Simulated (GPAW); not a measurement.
# Dielectric function and optical constants of LiF (Griceite), part 2 of 2

Wanted: where LiF (Griceite) starts to absorb, how strongly, and its refractive index.

GPAW 26.7.0; DFT, PBE, plane-wave PAW (GPAW data sets), scalar-relativistic, RPA, optical limit.

So far. Step 2 (Ground state): There is a gap, 9.06 eV on this mesh (points off the mesh can give less), so no carriers' term is needed.

### 4. Dielectric function, RPA

Transitions between filled and empty bands, summed over the zone, give the optical response, so mesh, band count and broadening shape it.

The induced potential is part of this response.

This step: DFT, PBE, plane-wave PAW (GPAW data sets), scalar-relativistic, RPA, optical limit (GPAW 26.7.0).

df.py

```python
from gpaw.response.df import DielectricFunction

df = DielectricFunction('full.gpw', frequencies={'type': 'nonlinear', 'domega0': 0.03, 'omega2': 8},
                        ecut=60,
                        eta=0.2,
                        nbands=16,
                        txt='df.txt')
for direction in ['x']:
    df.get_dielectric_function(xc='RPA', direction=direction, filename=f'df_{direction}.csv')
```

Started as:

```sh
$ OMP_NUM_THREADS=1 python df.py
```

Numbers of over 12 decimals in the logs are rounded to 6 here.

What it wrote:

```text
Using integrator: PointIntegrator
NonLinearFrequencyDescriptor(from 0.000 to 70.275 eV, 506 points)
Nonperiodic BCs:  [False False False]
Using integrator: PointIntegrator
NonLinearFrequencyDescriptor(from 0.000 to 70.275 eV, 506 points)
Nonperiodic BCs:  [False False False]

Calculating chi0 body with:
    Ground state adapter containing:
    Number of spins: 1
    Number of kpoints: 3375
    Number of irreducible kpoints: 120
    Number of completely occupied states: 4
    Number of partially occupied states: 4

    Linear response parametrization:
    q_c: [0.0, 0.0, 0.0]
    Number of frequency points: 506
    Planewave cutoff: 60.0
    Number of bands: 16
    Number of planewaves: 15
    Broadening (eta): 0.2

Integrating chi0 body.

Symmetries of q_c:
    Direct symmetries (Uq -> q): 48
    Indirect symmetries (TUq -> q): 0
In total 48 allowed symmetries.

120 groups of equivalent kpoints. 96.444444% reduction.

Integral kind: spectral function

Calculating chi0 optical extensions with:
    Ground state adapter containing:
    Number of spins: 1
    Number of kpoints: 3375
    Number of irreducible kpoints: 120
    Number of completely occupied states: 4
    Number of partially occupied states: 4

    Linear response parametrization:
    Number of frequency points: 506
    Planewave cutoff: 60.0
    Number of bands: 16
    Number of planewaves: 15
    Broadening (eta): 0.2
Integrating chi0 head and wings.

Symmetries of q_c:
    Direct symmetries (Uq -> q): 48
    Indirect symmetries (TUq -> q): 0
In total 48 allowed symmetries.

120 groups of equivalent kpoints. 96.444444% reduction.

Integral kind: spectral function wings
```

Run time: 3.8 s. Hardware: 1 thread of Arm Neoverse V1, shared host; peak memory 0.17 GiB.

This step gave:

- electronic dielectric constant ε∞, mean over x, y and z (by symmetry where fewer were run): 1.930

The Im ε, E ∥ x has structure finer than the step of the table below, so its rows give means over 0.5 eV, whole bins alone (the curve runs from 0 to 21.9 eV). Peaks (eV: height): 11.25: 2.24, 17.17: 1.75, 21.75: 2.89.

Values under the direct gap are tails of Lorentzian lines. Im ε, E ∥ x against photon energy; means over each step:

photon energy (eV), Im ε, E ∥ x and a bar:
```
      0.5       0.00 
      1.0       0.00 
      1.5       0.00 
      2.0       0.00 
      2.5       0.00 
      3.0       0.01 
      3.5       0.01 
      4.0       0.01 
      4.5       0.01 
      5.0       0.01 
      5.5       0.01 
      6.0       0.02 
      6.5       0.02 
      7.0       0.03 
      7.5       0.04 
      8.0       0.05 #
      8.5       0.09 #
      9.0       0.22 ###
      9.5       0.54 #######
     10.0       0.86 ##########
     10.5       1.24 ###############
     11.0       1.96 ########################
     11.5       2.16 ##########################
     12.0       1.92 #######################
     12.5       1.59 ###################
     13.0       1.37 #################
     13.5       1.11 #############
     14.0       0.95 ###########
     14.5       0.72 #########
     15.0       0.60 #######
     15.5       0.48 ######
     16.0       0.67 ########
     16.5       0.87 ##########
     17.0       1.50 ##################
     17.5       1.43 #################
     18.0       0.95 ###########
     18.5       0.93 ###########
     19.0       1.14 ##############
     19.5       1.69 ####################
     20.0       2.04 #########################
     20.5       1.87 #######################
     21.0       1.98 ########################
     21.5       2.49 ##############################
```

The Re ε, E ∥ x by photon energy:

```
photon energy (eV)  Re ε, E ∥ x
               0.0         1.93
               0.5         1.93
               1.0         1.93
               1.5         1.94
               2.0         1.95
               2.5         1.96
               3.0         1.97
               3.5         1.99
               4.0         2.01
               4.5         2.03
               5.0         2.06
               5.5         2.09
               6.0         2.13
               6.5         2.18
               7.0         2.24
               7.5         2.32
               8.0         2.43
               8.5         2.59
               9.0         2.85
               9.5         3.00
              10.0         3.04
              10.5         3.10
              11.0         2.89
              11.5         2.01
              12.0         1.51
              12.5         1.24
              13.0         1.17
              13.5        0.996
              14.0         1.20
              14.5         1.13
              15.0         1.38
              15.5         1.57
              16.0         1.90
              16.5         2.01
              17.0         2.08
              17.5         1.21
              18.0         1.29
              18.5         1.61
              19.0         1.88
              19.5         2.01
              20.0         1.41
              20.5         1.06
              21.0         1.12
              21.5        0.866
```

The loss function −Im 1/ε at q → 0, E ∥ x has structure finer than the step of the table below, so its rows give means over 0.5 eV, whole bins alone (the curve runs from 0 to 21.9 eV). Peaks (eV: height): 13.51: 0.501, 17.72: 0.435, 20.44: 0.408.

Values under the direct gap are tails of Lorentzian lines. The loss function −Im 1/ε at q → 0, E ∥ x by energy loss; means over each step:

```
energy loss (eV)  loss function −Im 1/ε at q → 0, E ∥ x
             0.5                                 2.3e-4
             1.0                                 4.6e-4
             1.5                                 6.9e-4
             2.0                                 9.4e-4
             2.5                                0.00120
             3.0                                0.00148
             3.5                                0.00177
             4.0                                0.00210
             4.5                                0.00247
             5.0                                0.00289
             5.5                                0.00338
             6.0                                0.00396
             6.5                                0.00468
             7.0                                0.00560
             7.5                                0.00687
             8.0                                0.00881
             8.5                                 0.0126
             9.0                                 0.0265
             9.5                                 0.0584
            10.0                                 0.0861
            10.5                                  0.111
            11.0                                  0.163
            11.5                                  0.249
            12.0                                  0.319
            12.5                                  0.385
            13.0                                  0.420
            13.5                                  0.470
            14.0                                  0.417
            14.5                                  0.391
            15.0                                  0.272
            15.5                                  0.180
            16.0                                  0.167
            16.5                                  0.179
            17.0                                  0.241
            17.5                                  0.397
            18.0                                  0.364
            18.5                                  0.266
            19.0                                  0.234
            19.5                                  0.250
            20.0                                  0.331
            20.5                                  0.400
            21.0                                  0.386
            21.5                                  0.361
```

Refractive index n and extinction k against photon energy:

```
photon energy (eV)     n        k
                 0  1.39        0
                 1  1.39   6.2e-4
                 2  1.40  0.00128
                 3  1.40  0.00204
                 4  1.42  0.00298
                 5  1.43  0.00426
                 6  1.46  0.00615
                 7  1.50  0.00938
                 8  1.56   0.0166
                 9  1.69   0.0598
                10  1.76    0.251
                11  1.79    0.568
                12  1.40    0.682
                13  1.21    0.546
                14  1.17    0.406
                15  1.20    0.253
                16  1.40    0.242
                17  1.53    0.509
                18  1.20    0.383
                19  1.43    0.397
                20  1.40    0.740
                21  1.30    0.756
```

The Im ε, E ∥ x has structure finer than the step of the table below, so its rows give means over 0.5 eV, whole bins alone (the curve runs from 0 to 21.9 eV). Peaks (eV: height): without local fields 11.25: 2.29, 17.07: 2.19, 19.69: 3.16; with local fields 11.25: 2.24, 17.17: 1.75, 21.75: 2.89.

Values under the direct gap are tails of Lorentzian lines. The Im ε, E ∥ x by photon energy; means over each step:

```
photon energy (eV)  without local fields  with local fields
               0.5                9.1e-4             8.5e-4
               1.0               0.00183            0.00171
               1.5               0.00279            0.00261
               2.0               0.00380            0.00357
               2.5               0.00490            0.00460
               3.0               0.00610            0.00573
               3.5               0.00745            0.00700
               4.0               0.00898            0.00846
               4.5                0.0108             0.0102
               5.0                0.0129             0.0122
               5.5                0.0156             0.0148
               6.0                0.0189             0.0180
               6.5                0.0233             0.0223
               7.0                0.0295             0.0282
               7.5                0.0386             0.0372
               8.0                0.0538             0.0523
               8.5                0.0867             0.0851
               9.0                 0.220              0.220
               9.5                 0.539              0.542
              10.0                 0.854              0.858
              10.5                  1.25               1.24
              11.0                  2.00               1.96
              11.5                  2.21               2.16
              12.0                  1.98               1.92
              12.5                  1.66               1.59
              13.0                  1.45               1.37
              13.5                  1.19               1.11
              14.0                  1.04              0.949
              14.5                 0.806              0.722
              15.0                 0.689              0.596
              15.5                 0.587              0.481
              16.0                 0.872              0.668
              16.5                  1.17              0.871
              17.0                  1.96               1.50
              17.5                  1.63               1.43
              18.0                  1.11              0.951
              18.5                  1.27              0.930
              19.0                  1.85               1.14
              19.5                  2.91               1.69
              20.0                  2.89               2.04
              20.5                  2.49               1.87
              21.0                  2.48               1.98
              21.5                  1.97               2.49
```

At chosen wavelengths:

```
wavelength (nm)     n      k  R (%)     1/α
           1550  1.39  0.000    2.7  251 µm
           1064  1.39  0.001    2.7  117 µm
            800  1.39  0.001    2.7   66 µm
            450  1.40  0.002    2.8   19 µm
            308  1.42  0.003    3.0  8.1 µm
            248  1.43  0.004    3.2  4.6 µm
            193  1.47  0.007    3.7  2.1 µm
```

Below the direct gap, k and the depth come from the tails of the Lorentzian lines, not from transitions.

### 5. Outcome

```
electronic dielectric constant ε∞, mean over x, y and z (by symmetry where fewer were run) (RPA) : 1.93
```

At this level (PBE, RPA) LiF has ε∞ = 1.93 and n = 1.39 at 1550 nm. On the mesh the gap is 9.06 eV and the least direct gap 9.06 eV. Local fields change the static value along x from 2.00 to 1.93 (-4 %). Distinct maxima of Im ε, read by a parabola through the highest points, lie at 11.27 eV (2.2), 17.17 eV (1.7), 20.01 eV (2.1) and 21.76 eV (2.9). Excitons and phonon-assisted transitions are missing; PBE gaps are as a rule too small, which pulls the onset down and ε∞ up. The sum runs over mesh points, so small or evenly spaced maxima can still be ripples of the mesh. In this version of GPAW the matrix elements of the optical limit are incomplete, which can lower ε − 1 by up to a tenth where first-row anions or d states rule, and shift it by more in d metals.

[Machine, clock and banner lines and Python warnings are left out of the logs.]

[Logs are printed without paths, hosts, clocks, repeated set-up lines and the standing remarks that a program may print on its own settings, such as how far it seeks lower states.]

[Hosts, paths, dates, database ids (printed as entryN), source tags and the programs' standing remarks are cut or masked in the printed files.]
